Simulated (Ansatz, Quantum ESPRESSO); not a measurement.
**KNbTe3 (Pm-3m): zone-centre phonons**

Wanted: the vibrations of KNbTe3 (Pm-3m) at Γ, by two programs.

Program: Quantum ESPRESSO 8.0 development, patched. Level of theory: DFT LDA, scalar-relativistic, plane waves, PseudoDojo norm-conserving pseudopotentials. Results are calculated unless marked as measured.

The structure was built from a prototype and need not be the compound's stable phase.

## (1) Starting point

The structure is cubic, space group Pm-3m (No. 221). The conventional cell has a = 5.529 Å, b = 5.529 Å, c = 5.529 Å, α = 90.00°, β = 90.00°, γ = 90.00°. K has 12 Te at 3.91 Å nearest. Nearest to Nb lie 6 Te at 2.76 Å. Te has 2 Nb at 2.76 Å and 4 K at 3.91 Å nearest. Farther neighbours and most contacts between anions are not listed.

Structure file:

```
K Nb Te
1.0
     5.52900    0.00000    0.00000
     0.00000    5.52900    0.00000
     0.00000    0.00000    5.52900
K Nb Te
1 1 3
Direct
  0.00000 0.00000 0.00000
  0.50000 0.50000 0.50000
  0.50000 0.50000 0.00000
  0.50000 0.00000 0.50000
  0.00000 0.50000 0.50000
```

## (2) A probe with smearing

Before anything dear is run, a loose run with smearing shows whether this is a metal and how far the cell is from rest.

probe.in

```
 &control
    calculation='scf',
    prefix='x',
    outdir='./tmp',
    pseudo_dir='./pseudo',
    tprnfor=.true.,
    tstress=.true.,
    verbosity='high',
 /
 &system
    ibrav=1,
    celldm(1)=10.44829574,
    nat=5,
    ntyp=3,
    ecutwfc=82.0,
    occupations='smearing',
    smearing='gaussian',
    degauss=0.01,
 /
 &electrons
    conv_thr=1.0d-07,
    mixing_beta=0.7,
    electron_maxstep=100,
 /
ATOMIC_SPECIES
 K      39.0983  K.upf
 Nb     92.9064  Nb.upf
 Te    127.6000  Te.upf
ATOMIC_POSITIONS crystal
 K      0.000000000   0.000000000   0.000000000
 Nb     0.500000000   0.500000000   0.500000000
 Te     0.500000000   0.500000000   0.000000000
 Te     0.500000000   0.000000000   0.500000000
 Te     0.000000000   0.500000000   0.500000000
K_POINTS automatic
 4 4 4 0 0 0
```

Launch:

```bash
$ OMP_NUM_THREADS=1 mpirun -n 4 pw.x -nk 4 -in probe.in > probe.out
```

The program printed:

```text
[banners, grids, parts of the stress and lines that vanish by symmetry left out]
Program PWSCF v.8.0dev
     bravais-lattice index     =            1
     lattice parameter (alat)  =      10.4483  a.u.
[...]
kinetic-energy cutoff     =      82.0000  Ry
     charge density cutoff     =     328.0000  Ry
     scf convergence threshold =      1.0E-07
[...]
Exchange-correlation= SLA-PW-NOGX-NOGC
                           (   1   4   0   0   0   0   0)
[...]
48 Sym. Ops., with inversion, found
[...]
(     0          1          0      )
                  (     0          0          1      )
[...]
(  0.0000000  1.0000000  0.0000000 )
                  (  0.0000000  0.0000000  1.0000000 )
[...]
(     0         -1          0      )
                  (     0          0          1      )
[...]
( -1.0000000  0.0000000  0.0000000 )
                  (  0.0000000  1.0000000  0.0000000 )
[...]
number of k points=    10  Gaussian smearing, width (Ry)=  0.0100
[...]
End of self-consistent calculation
[...]
the Fermi energy is     7.6574 ev
!    total energy              =    -812.45649403 Ry
[...]
convergence has been achieved in   8 iterations
[...]
atom    1 type  1   force =     0.00000000    0.00000000    0.00000000
     atom    2 type  2   force =     0.00000000    0.00000000    0.00000000
     atom    3 type  3   force =     0.00000000    0.00000000    0.00000000
     atom    4 type  3   force =     0.00000000    0.00000000    0.00000000
     atom    5 type  3   force =     0.00000000    0.00000000    0.00000000
[...]
Total force =     0.000000     Total SCF correction =     0.000000
[...]
total   stress  (Ry/bohr**3)                   (kbar)     P=      -32.70
[...]
XML data file, charge density, pseudopotentials, collected wavefunctions

   JOB DONE.
```

It took 27 s on 4 MPI ranks of Intel Xeon Platinum 8375C at 2.90GHz (Ice Lake), shared host.

Numbers from this step:

```yaml
volume_per_atom: 33.80 Å³
pressure: -3.270 GPa
gap_on_the_k_mesh: 0 eV
```

No gap opens on this mesh, so smearing is kept; the start stands at -3.3 GPa.

## (3) Relaxing the cell and atoms

The relaxation runs at a cutoff a fifth above that of the response, since stress converges more slowly with the basis than frequencies do. Forces and stress are brought to rest with tight thresholds.

relax.in

```
 &control
    calculation='vc-relax',
    prefix='x',
    outdir='./tmp',
    pseudo_dir='./pseudo',
    tprnfor=.true.,
    tstress=.true.,
    forc_conv_thr=2.0d-05,
    etot_conv_thr=1.0d-07,
    nstep=40,
 /
 &system
    ibrav=1,
    celldm(1)=10.44829574,
    nat=5,
    ntyp=3,
    ecutwfc=98,
    occupations='smearing',
    smearing='mv',
    degauss=0.02,
 /
 &electrons
    conv_thr=1.0d-11,
    mixing_beta=0.7,
    electron_maxstep=100,
 /
 &ions
 /
 &cell
    press_conv_thr=0.2,
 /
ATOMIC_SPECIES
 K      39.0983  K.upf
 Nb     92.9064  Nb.upf
 Te    127.6000  Te.upf
ATOMIC_POSITIONS crystal
 K      0.000000000   0.000000000   0.000000000
 Nb     0.500000000   0.500000000   0.500000000
 Te     0.500000000   0.500000000   0.000000000
 Te     0.500000000   0.000000000   0.500000000
 Te     0.000000000   0.500000000   0.500000000
K_POINTS automatic
 6 6 6 0 0 0
```

Launch:

```bash
$ OMP_NUM_THREADS=1 mpirun -n 4 pw.x -nk 4 -in relax.in > relax.out
```

The program printed:

```text
[banners, grids, parts of the stress and lines that vanish by symmetry left out]
[banner, memory and clock lines left out]
Program PWSCF v.8.0dev

[...]
kinetic-energy cutoff     =      98.0000  Ry
     charge density cutoff     =     392.0000  Ry
     scf convergence threshold =      1.0E-11
[...]
energy convergence thresh.=      1.0E-07
     force convergence thresh. =      2.0E-05
     press convergence thresh. =      2.0E-01
     Exchange-correlation= SLA-PW-NOGX-NOGC
                           (   1   4   0   0   0   0   0)
[...]
48 Sym. Ops., with inversion, found
[...]
number of k points=    20  Marzari-Vanderbilt smearing, width (Ry)=  0.0200
[...]
c_bands:  1 eigenvalues not converged
[...]
End of self-consistent calculation
[...]
the Fermi energy is     7.6941 ev
!    total energy              =    -812.45014671 Ry
[...]
convergence has been achieved in  11 iterations
[...]
atom    1 type  1   force =     0.00000000    0.00000000    0.00000000
     atom    2 type  2   force =     0.00000000    0.00000000    0.00000000
     atom    3 type  3   force =     0.00000000    0.00000000    0.00000000
     atom    4 type  3   force =     0.00000000    0.00000000    0.00000000
     atom    5 type  3   force =     0.00000000    0.00000000    0.00000000
     Total force =     0.000000     Total SCF correction =     0.000000
[...]
total   stress  (Ry/bohr**3)                   (kbar)     P=      -30.37
[...]
number of bfgs steps    =   0
[...]
CELL_PARAMETERS (alat= 10.44829574)
[...]
ATOMIC_POSITIONS (crystal)
K                0.0000000000        0.0000000000        0.0000000000
Nb               0.5000000000        0.5000000000        0.5000000000
Te               0.5000000000        0.5000000000        0.0000000000
Te               0.5000000000        0.0000000000        0.5000000000
[...]
New effective cutoffs (rho, wfc):  395.72   99.01
[...]
End of self-consistent calculation
[...]
the Fermi energy is     7.8968 ev
!    total energy              =    -812.45338954 Ry
[...]
convergence has been achieved in   9 iterations
[...]
atom    1 type  1   force =     0.00000000    0.00000000    0.00000000
     atom    2 type  2   force =     0.00000000    0.00000000    0.00000000
     atom    3 type  3   force =     0.00000000    0.00000000    0.00000000
     atom    4 type  3   force =     0.00000000    0.00000000    0.00000000
     atom    5 type  3   force =     0.00000000    0.00000000    0.00000000
     Total force =     0.000000     Total SCF correction =     0.000000
[...]
total   stress  (Ry/bohr**3)                   (kbar)     P=      -23.82
[...]
number of bfgs steps    =   1
[...]
CELL_PARAMETERS (alat= 10.44829574)
[...]
ATOMIC_POSITIONS (crystal)
[...]
New effective cutoffs (rho, wfc):  401.96  100.57
[...]
End of self-consistent calculation
[...]
the Fermi energy is     8.2085 ev
!    total energy              =    -812.45666274 Ry
[...]
convergence has been achieved in  10 iterations
[...]
atom    1 type  1   force =     0.00000000    0.00000000    0.00000000
     atom    2 type  2   force =     0.00000000    0.00000000    0.00000000
     atom    3 type  3   force =     0.00000000    0.00000000    0.00000000
     atom    4 type  3   force =     0.00000000    0.00000000    0.00000000
[...]
Total force =     0.000000     Total SCF correction =     0.000000
[...]
total   stress  (Ry/bohr**3)                   (kbar)     P=      -12.95
[...]
number of bfgs steps    =   2
[...]
CELL_PARAMETERS (alat= 10.44829574)
[...]
ATOMIC_POSITIONS (crystal)
[...]
New effective cutoffs (rho, wfc):  409.31  102.41
[...]
End of self-consistent calculation
[...]
the Fermi energy is     8.5789 ev
!    total energy              =    -812.45786864 Ry
[...]
convergence has been achieved in  10 iterations
[...]
Total force =     0.000000     Total SCF correction =     0.000000
[...]
total   stress  (Ry/bohr**3)                   (kbar)     P=        1.26
[...]
number of bfgs steps    =   3
[...]
CELL_PARAMETERS (alat= 10.44829574)
[...]
ATOMIC_POSITIONS (crystal)
[...]
New effective cutoffs (rho, wfc):  408.67  102.25
[...]
c_bands: 1 eigenvalues not converged on the other pools
[...]
End of self-consistent calculation
[...]
the Fermi energy is     8.5461 ev
!    total energy              =    -812.45787900 Ry
[...]
convergence has been achieved in  10 iterations
[...]
Total force =     0.000000     Total SCF correction =     0.000000
[...]
total   stress  (Ry/bohr**3)                   (kbar)     P=       -0.06
[...]
number of bfgs steps    =   4
[...]
CELL_PARAMETERS (alat= 10.44829574)
[...]
ATOMIC_POSITIONS (crystal)
[...]
New effective cutoffs (rho, wfc):  408.69  102.26
[...]
End of self-consistent calculation
[...]
the Fermi energy is     8.5475 ev
!    total energy              =    -812.45787902 Ry
[...]
convergence has been achieved in   6 iterations
[...]
atom    3 type  3   force =     0.00000000    0.00000000    0.00000000
     atom    4 type  3   force =     0.00000000    0.00000000    0.00000000
     atom    5 type  3   force =     0.00000000    0.00000000    0.00000000
     Total force =     0.000000     Total SCF correction =     0.000000
[...]
total   stress  (Ry/bohr**3)                   (kbar)     P=       -0.00
[...]
bfgs converged in   6 scf cycles and   5 bfgs steps
[...]
End of BFGS Geometry Optimization
     Final enthalpy           =    -812.4578790172 Ry
     File ./tmp/x.bfgs deleted, as requested
[...]
CELL_PARAMETERS (alat= 10.44829574)
[...]
ATOMIC_POSITIONS (crystal)
[...]
Te               0.5000000000        0.0000000000        0.5000000000
Te               0.0000000000        0.5000000000        0.5000000000
[...]
Final scf calculation at the relaxed structure.
[...]
kinetic-energy cutoff     =      98.0000  Ry
     charge density cutoff     =     392.0000  Ry
     scf convergence threshold =      1.0E-13
[...]
press convergence thresh. =      2.0E-01
     Exchange-correlation= SLA-PW-NOGX-NOGC
                           (   1   4   0   0   0   0   0)
[...]
48 Sym. Ops., with inversion, found
[...]
number of k points=    20  Marzari-Vanderbilt smearing, width (Ry)=  0.0200
[...]
End of self-consistent calculation
[...]
the Fermi energy is     8.5476 ev
!    total energy              =    -812.45780122 Ry
[...]
convergence has been achieved in  13 iterations
[...]
atom    1 type  1   force =     0.00000000    0.00000000    0.00000000
     atom    2 type  2   force =     0.00000000    0.00000000    0.00000000
     atom    3 type  3   force =     0.00000000    0.00000000    0.00000000
     atom    4 type  3   force =     0.00000000    0.00000000    0.00000000
     atom    5 type  3   force =     0.00000000    0.00000000    0.00000000
     Total force =     0.000000     Total SCF correction =     0.000000
[...]
total   stress  (Ry/bohr**3)                   (kbar)     P=        0.05
[...]
XML data file, charge density, pseudopotentials, collected wavefunctions
```

Elapsed: 7 min, on 4 MPI ranks; 28 min of CPU time.

Relaxation path:

```csv
step,energy less that of the first step (eV),largest force (eV/Å),pressure (GPa),volume (Å³)
1,0.0000,0.0000,-3.04,169.02
2,-0.0441,0.0000,-2.38,166.42
3,-0.0887,0.0000,-1.29,162.56
4,-0.1051,0.0000,0.13,158.20
5,-0.1052,0.0000,-0.01,158.57
6,-0.1052,0.0000,0.00,158.56
7,-0.1041,0.0000,0.01,158.56
```

```
conventional cell, symmetrised  before  after  change
                         a (Å)   5.529  5.412  -2.1 %
                         b (Å)   5.529  5.412  -2.1 %
                         c (Å)   5.529  5.412  -2.1 %
              volume (Å³/atom)   33.80  31.71  -6.2 %
```

Final coordinates:

```
CELL_PARAMETERS angstrom
5.41248 0.00000 0.00000
0.00000 5.41248 0.00000
0.00000 0.00000 5.41248
ATOMIC_POSITIONS crystal
K 0.00000 0.00000 0.00000
Nb 0.50000 0.50000 0.50000
Te 0.50000 0.50000 0.00000
Te 0.50000 0.00000 0.50000
Te 0.00000 0.50000 0.50000
```

The last row of the table of steps is pw.x's closing run on a basis chosen anew for the final cell, so its energy can jump.

This step gave:

```yaml
volume_per_atom: 31.71 Å³
pressure: 0.005 GPa
```

The volume changes by -6.2 % from the cell with which this run began.

## (4) Ground state

The response is built on this ground state, so it is converged far tighter than an energy would need. Smearing stays on, as the first look found no gap above 0.3 eV.

scf.in

```
 &control
    calculation='scf',
    prefix='x',
    outdir='./tmp',
    pseudo_dir='./pseudo',
    tprnfor=.true.,
    tstress=.true.,
 /
 &system
    ibrav=1,
    celldm(1)=10.22810857,
    nat=5,
    ntyp=3,
    ecutwfc=82.0,
    occupations='smearing',
    smearing='mv',
    degauss=0.02,
 /
 &electrons
    conv_thr=1.0d-12,
    mixing_beta=0.7,
    electron_maxstep=100,
 /
ATOMIC_SPECIES
 K      39.0983  K.upf
 Nb     92.9064  Nb.upf
 Te    127.6000  Te.upf
ATOMIC_POSITIONS crystal
 K      0.000000000   0.000000000   0.000000000
 Nb     0.500000000   0.500000000   0.500000000
 Te     0.500000000   0.500000000   0.000000000
 Te     0.500000000   0.000000000   0.500000000
 Te     0.000000000   0.500000000   0.500000000
K_POINTS automatic
 6 6 6 0 0 0
```

Launch:

```bash
$ OMP_NUM_THREADS=1 mpirun -n 4 pw.x -nk 4 -in scf.in > scf.out
```

The program printed:

```text
[banners, grids, parts of the stress and lines that vanish by symmetry left out]
[banner, memory and clock lines left out]
Program PWSCF v.8.0dev

[...]
kinetic-energy cutoff     =      82.0000  Ry
     charge density cutoff     =     328.0000  Ry
     scf convergence threshold =      1.0E-12
[...]
Exchange-correlation= SLA-PW-NOGX-NOGC
                           (   1   4   0   0   0   0   0)
[...]
48 Sym. Ops., with inversion, found
[...]
number of k points=    20  Marzari-Vanderbilt smearing, width (Ry)=  0.0200
[...]
End of self-consistent calculation
[...]
the Fermi energy is     8.5477 ev
!    total energy              =    -812.45760040 Ry
[...]
convergence has been achieved in  13 iterations
[...]
atom    1 type  1   force =     0.00000000    0.00000000    0.00000000
     atom    2 type  2   force =     0.00000000    0.00000000    0.00000000
     atom    3 type  3   force =     0.00000000    0.00000000    0.00000000
     atom    4 type  3   force =     0.00000000    0.00000000    0.00000000
     atom    5 type  3   force =     0.00000000    0.00000000    0.00000000
     Total force =     0.000000     Total SCF correction =     0.000000
[...]
total   stress  (Ry/bohr**3)                   (kbar)     P=       -0.02
[...]
XML data file, charge density, pseudopotentials, collected wavefunctions
```

The job ended after 47 s (4 MPI ranks).

This step gave:

| Property | Result |
| --- | --- |
| pressure | -0.002 GPa |

The cell stands at -0.002 GPa, close enough for phonons.

(Continued in part 2 of 3.)

[Host names and launcher messages were left out of these logs when they were recorded.]

[Logs are printed without paths, hosts, clocks, repeated set-up lines and the standing remarks that a program may print on its own settings, such as how far it seeks lower states.]

[Hosts, paths, dates, database ids (printed as entryN), source tags and the programs' standing remarks are cut or masked in the printed files.]
